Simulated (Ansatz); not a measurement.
# Band gap of MgAl2C2 (P-3m1) from density functionals to GW

What gap does each level of theory give for MgAl2C2 (P-3m1), and in what time?

Calculated with Ansatz 0.2.0; density functionals, hybrids and G0W0, plane waves, PAW.

Most raw output is cut from this account.

In doubt: masses and optical values from hybrid runs of this build are listed as unsure (steps 7, 8), which bears on the screening that GW takes from such a start.

## (1) Starting point

Symmetry: P-3m1, No. 164, trigonal system. Conventional cell: a = 3.377 Å, b = 3.377 Å, c = 5.817 Å, α = 90.00°, β = 90.00°, γ = 120.00°. Nearest to Mg lie 6 C at 2.51 Å. Nearest to Al lie 4 C at 2.00 to 2.20 Å. Nearest to C lie 4 Al at 2.00 to 2.20 Å and 3 Mg at 2.51 Å. Farther neighbours are not listed.

Geometry: measured cell, ions relaxed with r2SCAN. The runs that relaxed it are not among those shown. The default PAW set here is soft_2. Its files were made with PBE.

## (2) LDA on the 12×12×4 mesh

This step: DFT, LDA, plane waves, PAW.

input.yaml

```yaml
crystal:
  lattice:
    - [3.377, 0.0, 0.0]
    - [-1.6885, 2.9245677886, 0.0]
    - [0.0, 0.0, 5.817]
  atoms:
    - { symbol: Mg, position: [0.0, 0.0, 0.0] }
    - { symbol: Al, position: [0.3333333333, 0.6666666667, 0.3506950892] }
    - { symbol: Al, position: [0.6666666667, 0.3333333333, 0.6493049108] }
    - { symbol: C, position: [0.3333333333, 0.6666666667, 0.7289915423] }
    - { symbol: C, position: [0.6666666667, 0.3333333333, 0.2710084577] }
kpoints:
  mp_grid: { grid: [12, 12, 4] }
  band_path:
    path:
      - [0.0, 0.0, 0.0]
      - [0.5, 0.0, 0.0]
      - [0.33333333, 0.33333333, 0.0]
      - [0.0, 0.0, 0.5]
      - [0.5, 0.0, 0.5]
      - [0.33333333, 0.33333333, 0.5]
      - [0.0833333333, 0.0833333333, 0.0]
      - [0.5, 0.0, 0.35]
      - [0.0, 0.4166666667, 0.25]
    npoints: 1
hamiltonian:
  xc: lda
scf:
  occupations: { method: fixed }
  n_extra_bands: 5
output:
  eigenvalues: true
  write_density: true
  write_potential: true
  elf: true
  volumetric_format: npy
```

The run is started by

```console
ansatz run input.yaml --threads 2 --pin off --max-ram 92160MiB --backend cuda --events-out ev --progress --plain --runs-dir out --devices 1 --max-vram 13GiB  # rebuilt from the run's record
```

The job ended after 9.8 s (1 × NVIDIA H100 80GB HBM3 (shared by 6 runs) with 2 threads of AMD EPYC 7R13 (Zen 3), shared host; peak memory 0.84 GiB).

This step gave:

```yaml
gap: 1.759 eV
valence_top_at: k = (0.083, 0.083, 0.000)
conduction_bottom_at: k = (0.500, 0.000, 0.350)
least_direct_gap: 2.987 eV
```

Over mesh and listed points the gap is 1.759 eV, from k = (0.083, 0.083, 0.000) to k = (0.500, 0.000, 0.350). The least direct gap found is 2.987 eV, at k = (0.000, 0.417, 0.250). On the 12×12×4 mesh alone the same run gives 1.818 eV, so that mesh misses an edge of LDA: 1.818 − 1.759 = +0.059 eV.

## (3) r2SCAN on the 12×12×4 mesh

Levels along a band path and on the mesh show where this functional puts the band edges.

This step: DFT, r2SCAN, plane waves, PAW.

input.yaml, the sections that differ from step 2:

```yaml
kpoints:
  mp_grid: { grid: [12, 12, 4] }
  band_path:
    path:
      - [[0.0, 0.0, 0.0], [0.5, 0.0, 0.0], [0.33333333, 0.33333333, 0.0], [0.0, 0.0, 0.0], [0.0, 0.0, 0.5], [0.5, 0.0, 0.5], [0.33333333, 0.33333333, 0.5], [0.0, 0.0, 0.5]]
      - [[0.5, 0.0, 0.5], [0.5, 0.0, 0.0]]
      - [[0.33333333, 0.33333333, 0.5], [0.33333333, 0.33333333, 0.0]]
    npoints: 10
hamiltonian:
  xc: r2scan
scf:
  occupations: { method: fermi_dirac, width: 0.02 }
  n_extra_bands: 5
# crystal, output: as in step 2
```

Elapsed: 4.6 s, on 1 × NVIDIA H100 80GB HBM3 (shared by 6 runs) with 2 threads; peak memory 0.97 GiB.

Numbers from this step:

| Item | Value |
| --- | --- |
| filled bands | 12 |
| gap | 2.153 eV |
| valence top at | k = (0.083, 0.083, 0.000) |
| conduction bottom at | k = (0.500, 0.000, 0.350) |
| least direct gap | 3.465 eV |

Over mesh and path the gap is 2.153 eV, from k = (0.083, 0.083, 0.000) to k = (0.500, 0.000, 0.350). The least direct gap found is 3.465 eV, at k = (0.000, 0.417, 0.250). On the 12×12×4 mesh alone the same run gives 2.225 eV, so that mesh misses an edge of r2SCAN: 2.225 − 2.153 = +0.072 eV. r2SCAN against LDA: 2.153 − 1.759 = +0.394 eV. The runs also differ in plane-wave cutoff (420 eV and 500 eV), so how much of this comes from the functional alone is not known.

## (4) HSE06 on the 6×6×4 mesh

HSE06 mixes in a quarter of exact exchange at short range.

This step: DFT, HSE06, plane waves, PAW.

input.yaml

```yaml
crystal:
  lattice:
    - [3.377, 0.0, 0.0]
    - [-1.6885, 2.9245677886, 0.0]
    - [0.0, 0.0, 5.817]
  atoms:
    - { symbol: Mg, position: [0.0, 0.0, 0.0] }
    - { symbol: Al, position: [0.3333333333, 0.6666666667, 0.3506950892] }
    - { symbol: Al, position: [0.6666666667, 0.3333333333, 0.6493049108] }
    - { symbol: C, position: [0.3333333333, 0.6666666667, 0.7289915423] }
    - { symbol: C, position: [0.6666666667, 0.3333333333, 0.2710084577] }
kpoints:
  mp_grid: { grid: [6, 6, 4] }
  band_path:
    path:
      - [0.0, 0.0, 0.0]
      - [0.5, 0.0, 0.0]
      - [0.33333333, 0.33333333, 0.0]
      - [0.0, 0.0, 0.5]
      - [0.5, 0.0, 0.5]
      - [0.33333333, 0.33333333, 0.5]
      - [0.0833333333, 0.0833333333, 0.0]
      - [0.5, 0.0, 0.35]
      - [0.0, 0.4166666667, 0.25]
    npoints: 1
hamiltonian:
  xc: hse06
scf:
  occupations: { method: fixed }
  n_extra_bands: 5
output:
  eigenvalues: true
```

Run time: 22 s. Hardware: 1 × NVIDIA H100 80GB HBM3 (shared by 6 runs) with 2 threads; peak memory 1.4 GiB.

Numbers from this step:

```yaml
gap: 2.524 eV
valence_top_at: k = (0.083, 0.083, 0.000)
conduction_bottom_at: k = (0.500, 0.000, 0.350)
least_direct_gap: 3.914 eV
exact_exchange_fraction: 0.25
```

Over mesh and listed points the gap is 2.524 eV, from k = (0.083, 0.083, 0.000) to k = (0.500, 0.000, 0.350). The least direct gap found is 3.914 eV, at k = (0.000, 0.417, 0.250). On the 6×6×4 mesh alone the same run gives 2.616 eV, so that mesh misses an edge of HSE06: 2.616 − 2.524 = +0.092 eV. HSE06 against LDA: 2.524 − 1.759 = +0.765 eV. The runs also differ in mesh (12×12×4 and 6×6×4), so how much of this comes from the functional alone is not known.

## (5) PBE0 on the 6×6×4 mesh

PBE0 mixes in a quarter of exact exchange at all distances.

This step: DFT, PBE0, plane waves, PAW.

Changes to input.yaml since step 4:

```diff
@@ -26,3 +26,3 @@
 hamiltonian:
-  xc: hse06
+  xc: pbe0
 scf:
```

Wall time 26 s (1 × NVIDIA H100 80GB HBM3 (shared by 6 runs) with 2 threads); peak memory 1.4 GiB.

This step gave:

| Quantity | Value |
| --- | --- |
| gap | 3.203 eV |
| valence top at | k = (0.083, 0.083, 0.000) |
| conduction bottom at | k = (0.500, 0.000, 0.350) |
| least direct gap | 4.610 eV |
| exact-exchange fraction | 0.25 |

Over mesh and listed points the gap is 3.203 eV, from k = (0.083, 0.083, 0.000) to k = (0.500, 0.000, 0.350). The least direct gap found is 4.610 eV, at k = (0.000, 0.417, 0.250). On the 6×6×4 mesh alone the same run gives 3.302 eV, so that mesh misses an edge of PBE0: 3.302 − 3.203 = +0.099 eV. PBE0 against HSE06: 3.203 − 2.524 = +0.679 eV, with the same mesh, files and cutoff, and both edges at the same k points.

## (6) G0W0@r2SCAN, 6×6×4 mesh, 368 empty bands, screening to 200 eV

G0W0 replaces the xc potential by a self-energy built once from the orbitals of the start. Levels are corrected in the window of bands that the input names, at points of the mesh.

This step: G0W0 on r2SCAN, plane waves, PAW.

input.yaml

```yaml
crystal:
  lattice:
    - [3.377, 0.0, 0.0]
    - [-1.6885, 2.9245677886, 0.0]
    - [0.0, 0.0, 5.817]
  atoms:
    - { symbol: Mg, position: [0.0, 0.0, 0.0] }
    - { symbol: Al, position: [0.3333333333, 0.6666666667, 0.3506950892] }
    - { symbol: Al, position: [0.6666666667, 0.3333333333, 0.6493049108] }
    - { symbol: C, position: [0.3333333333, 0.6666666667, 0.7289915423] }
    - { symbol: C, position: [0.6666666667, 0.3333333333, 0.2710084577] }
kpoints:
  mp_grid: { grid: [6, 6, 4] }
hamiltonian:
  xc: r2scan
scf:
  occupations: { method: fixed }
gw:
  n_empty_bands: 368
  ecut_chi: 200.0
  qp_bands: [v2, c2]
  qp_kpoints: band_edges
  screening: { model: contour_deformation }
```

The job ended after 35 s (1 × NVIDIA H100 80GB HBM3 (shared by 6 runs) with 2 threads; peak memory 2 GiB).

This step gave:

* bands summed: 380
* RPA ε∞ on this mesh (eigenvalues): 6.511, 6.511, 7.163
* plane waves in the screening matrix: 373
* G0W0 gap over the corrected points: 2.778 eV
* k of the valence top: 0, 0.1667, 0
* k of the conduction bottom: 0, -0.5, 0.25
* starting gap on the mesh: 2.251 eV
* Z at the valence top: 0.7791
* Z at the conduction bottom: 0.8097
* least direct G0W0 gap over the corrected points: 4.062 eV

Over 14 of 24 irreducible mesh points the G0W0 gap is 2.778 eV, from k = (0.000, 0.167, 0.000) to k = (0.000, -0.500, 0.250). The r2SCAN gap of this run on the mesh is 2.251 eV. The two states that bound the G0W0 gap lie that far apart at the start, so the correction of the gap is 2.778 − 2.251 = +0.527 eV.

## (7) G0W0@HSE06, 6×6×4 mesh, 171 empty bands, screening to 120 eV

This step: G0W0 on HSE06, plane waves, PAW.

Changes to input.yaml since step 6:

```diff
@@ -14,3 +14,3 @@
 hamiltonian:
-  xc: r2scan
+  xc: hse06
 scf:
@@ -18,4 +18,4 @@
 gw:
-  n_empty_bands: 368
-  ecut_chi: 200.0
+  n_empty_bands: 171
+  ecut_chi: 120
   qp_bands: [v2, c2]
```

It took 47 s on 1 × NVIDIA H100 80GB HBM3 (shared by 6 runs) with 2 threads; peak memory 1.6 GiB.

Numbers from this step:

* bands summed: 183
* RPA ε∞ on this mesh (eigenvalues): 6.012, 6.012, 6.618
* plane waves in the screening matrix: 149
* G0W0 gap over the corrected points: 2.861 eV
* k of the valence top: 0, 0.1667, 0
* k of the conduction bottom: 0, -0.5, 0.25
* starting gap on the mesh: 2.616 eV
* Z at the valence top: 0.7924
* Z at the conduction bottom: 0.8198
* least direct G0W0 gap over the corrected points: 4.181 eV

Over 14 of 24 irreducible mesh points the G0W0 gap is 2.861 eV, from k = (0.000, 0.167, 0.000) to k = (0.000, -0.500, 0.250). The HSE06 gap of this run on the mesh is 2.616 eV. The two states that bound the G0W0 gap lie that far apart at the start, so the correction of the gap is 2.861 − 2.616 = +0.245 eV. G0W0@HSE06 against G0W0@r2SCAN with 183 bands (a further run, in the table below): 2.861 − 2.677 = +0.184 eV. The runs also differ in plane-wave cutoff (500 eV and 420 eV), so how much of this comes from the start alone is not known.

## (8) G0W0@PBE0, 6×6×4 mesh, 171 empty bands, screening to 120 eV

This step: G0W0 on PBE0, plane waves, PAW.

Changes to input.yaml since step 7:

```diff
@@ -14,3 +14,3 @@
 hamiltonian:
-  xc: hse06
+  xc: pbe0
 scf:
```

Wall time 51 s (1 × NVIDIA H100 80GB HBM3 (shared by 6 runs) with 2 threads); peak memory 1.6 GiB; 35 s of CPU time.

This step gave:

- bands summed: 183
- RPA ε∞ on this mesh (eigenvalues): 5.501, 5.501, 6.006
- plane waves in the screening matrix: 149
- G0W0 gap over the corrected points: 3.033 eV
- k of the valence top: 0, 0.1667, 0
- k of the conduction bottom: 0, -0.5, 0.25
- starting gap on the mesh: 3.302 eV
- Z at the valence top: 0.8041
- Z at the conduction bottom: 0.8301
- least direct G0W0 gap over the corrected points: 4.373 eV

Over 14 of 24 irreducible mesh points the G0W0 gap is 3.033 eV, from k = (0.000, 0.167, 0.000) to k = (0.000, -0.500, 0.250). The PBE0 gap of this run on the mesh is 3.302 eV. The two states that bound the G0W0 gap lie that far apart at the start, so the correction of the gap is 3.033 − 3.302 = −0.269 eV. G0W0@PBE0 against G0W0@HSE06 with 183 bands: 3.033 − 2.861 = +0.172 eV, with the same mesh, files and cutoffs, and both edges at the same k points.

## (9) All levels together

Each gap is the least one over the points named; times are wall times on shared hosts, not benchmarks. A G0W0 time includes the run's own self-consistent start. Runs with listed points see these and the mesh alone, so an edge that moves elsewhere is missed. Rows marked * are further runs, not shown as steps, whose inputs differ from the G0W0 step on the same start in the columns given; solver thresholds can differ too.

```csv
level,mesh,"files, cutoff","bands summed, screening",points,gap (eV),valence top,conduction bottom,least direct gap (eV),time
LDA,12×12×4,"soft_2 PAW, 420 eV",-,mesh and listed points,1.759,"(0.083, 0.083, 0.000)","(0.500, 0.000, 0.350)",2.987,9.8 s
r2SCAN,12×12×4,"soft_2 PAW, 500 eV",-,mesh and path,2.153,"(0.083, 0.083, 0.000)","(0.500, 0.000, 0.350)",3.465,4.6 s
HSE06,6×6×4,"soft_2 PAW, 420 eV",-,mesh and listed points,2.524,"(0.083, 0.083, 0.000)","(0.500, 0.000, 0.350)",3.914,22 s
PBE0,6×6×4,"soft_2 PAW, 420 eV",-,mesh and listed points,3.203,"(0.083, 0.083, 0.000)","(0.500, 0.000, 0.350)",4.610,26 s
G0W0@r2SCAN*,6×6×4,"soft_2 PAW, 500 eV","72, 60 eV",14 of 24 irreducible mesh points,2.469,"(0.000, 0.167, 0.000)","(0.000, -0.500, 0.250)",3.786,12 s
G0W0@r2SCAN*,6×6×4,"soft_2 PAW, 500 eV","183, 120 eV",14 of 24 irreducible mesh points,2.677,"(0.000, 0.167, 0.000)","(0.000, -0.500, 0.250)",3.967,20 s
G0W0@r2SCAN,6×6×4,"soft_2 PAW, 500 eV","380, 200 eV",14 of 24 irreducible mesh points,2.778,"(0.000, 0.167, 0.000)","(0.000, -0.500, 0.250)",4.062,35 s
G0W0@r2SCAN*,6×6×2,"soft_2 PAW, 500 eV","183, 120 eV",12 of 14 irreducible mesh points,2.741,"(0.000, 0.167, 0.000)","(0.000, -0.500, -0.500)",4.004,15 s
G0W0@HSE06,6×6×4,"soft_2 PAW, 420 eV","183, 120 eV",14 of 24 irreducible mesh points,2.861,"(0.000, 0.167, 0.000)","(0.000, -0.500, 0.250)",4.181,47 s
G0W0@PBE0,6×6×4,"soft_2 PAW, 420 eV","183, 120 eV",14 of 24 irreducible mesh points,3.033,"(0.000, 0.167, 0.000)","(0.000, -0.500, 0.250)",4.373,51 s
```

## (10) Results

```yaml
lda_over_mesh_and_listed_points: 1.759 eV
r2scan_over_mesh_and_path: 2.153 eV
hse06_over_mesh_and_listed_points: 2.524 eV
pbe0_over_mesh_and_listed_points: 3.203 eV
g0w0_r2scan_380_bands_6x6x4_over_14_of_24_irreducible_mesh_points: 2.778 eV
g0w0_hse06_over_14_of_24_irreducible_mesh_points: 2.861 eV
g0w0_pbe0_over_14_of_24_irreducible_mesh_points: 3.033 eV
known_limits: finite bands, screening cutoff and k mesh; no spin-orbit coupling in G0W0
```

What this shows: The rows run from 1.759 eV (LDA) to 3.203 eV (PBE0). They differ in mesh, plane-wave cutoff, bands and screening cutoff of G0W0 and the points over which the gap was sought as well as in level, so only pairs that share these are like for like. PBE0 against HSE06: 3.203 − 2.524 = +0.679 eV, with the same mesh, files and cutoff, and both edges at the same k points. G0W0@PBE0 against G0W0@HSE06 with 183 bands: 3.033 − 2.861 = +0.172 eV, with the same mesh, files and cutoffs, and both edges at the same k points. G0W0@r2SCAN (380 bands, 6×6×4) moves the gap of its own start on the mesh by 2.778 − 2.251 = +0.527 eV, between the same two levels. Over mesh and path, r2SCAN puts the valence top at k = (0.083, 0.083, 0.000) and conduction bottom at k = (0.500, 0.000, 0.350), where no G0W0 correction was computed. The G0W0 gap over the whole zone is therefore not known from this run; at its settings it can only be equal to or under the 2.778 eV found, and no correction is carried over from another point. For the start itself the gap is 2.153 eV over mesh and path and 2.251 eV on the mesh of the G0W0 run, in runs that differ in mesh (12×12×4 and 6×6×4). G0W0@HSE06 moves the gap of its own start on the mesh by 2.861 − 2.616 = +0.245 eV, between the same two levels. Over mesh and listed points, HSE06 puts the valence top at k = (0.083, 0.083, 0.000) and conduction bottom at k = (0.500, 0.000, 0.350), where no G0W0 correction was computed. The G0W0 gap over the whole zone is therefore not known from this run; at its settings it can only be equal to or under the 2.861 eV found, and no correction is carried over from another point. For the start itself the gap is 2.524 eV over mesh and listed points and 2.616 eV on the mesh of the G0W0 run. G0W0@PBE0 moves the gap of its own start on the mesh by 3.033 − 3.302 = −0.269 eV, between the same two levels. Over mesh and listed points, PBE0 puts the valence top at k = (0.083, 0.083, 0.000) and conduction bottom at k = (0.500, 0.000, 0.350), where no G0W0 correction was computed. The G0W0 gap over the whole zone is therefore not known from this run; at its settings it can only be equal to or under the 3.033 eV found, and no correction is carried over from another point. For the start itself the gap is 3.203 eV over mesh and listed points and 3.302 eV on the mesh of the G0W0 run. For G0W0@r2SCAN: from 72 bands and 60 eV to 380 bands and 200 eV the gap moves by 2.778 − 2.469 = +0.309 eV (rung by rung 2.469, 2.677, 2.778 eV); bands and screening cutoff rise together, so their parts are not told apart. A line in one over the bands through the two highest rungs gives 2.778 + (2.778 − 2.677) × 183 / (380 − 183) = 2.872 eV, and through the pair below 2.677 + (2.677 − 2.469) × 72 / (183 − 72) = 2.812 eV. The two differ by 0.060 eV, not under the 0.030 eV asked, so the law does not hold well over these rungs and the limit is not known. The other G0W0 rows are shown at one basis each (183 bands), so their distance from the limit is not known here. With the 6×6×2 mesh in place of the 6×6×4 mesh and all else as in the G0W0@r2SCAN row with 183 bands, the gap differs by 2.741 − 2.677 = +0.064 eV, and that of the start by 2.276 − 2.251 = +0.025 eV; an edge lies at another k point, so this need not be the shift of one pair of states. The G0W0 runs are scalar-relativistic. G0W0@r2SCAN runs of this series with other atomic data on the same mesh, not shown as steps, give 2.653 eV (hard PAW, 900 eV, 191 bands, screening to 120 eV; the table's row with the same empty bands and screening cutoff has 2.677 eV); where bands and cutoffs differ too, the part of the files is not isolated.

[Paths, hosts, dates, memory and timing lines, banners, echoed tables and standing remarks are left out of the program output.]

[Logs are printed without paths, hosts, clocks, repeated set-up lines and the standing remarks that a program may print on its own settings, such as how far it seeks lower states.]

[Runs of the session that timed out or met a known fault of the program may be left out.]

[Cells called generated may have been cut or substituted from an entry of the Crystallography Open Database or the Materials Project.]

[Hosts, paths, dates, database ids (printed as entryN), source tags and the programs' standing remarks are cut or masked in the printed files.]

[Where an RPA ε∞ is given, it is that of the G0W0 mesh and is not shown converged in it. Names of k-points follow the symmetry that the program found, which can be lower than the space group named. Band edges on a path are those of the sampled points; other points can move an edge, and change direct to indirect where valleys lie close.]

[Hybrid gaps are those of their k-mesh and are not shown converged in it.]
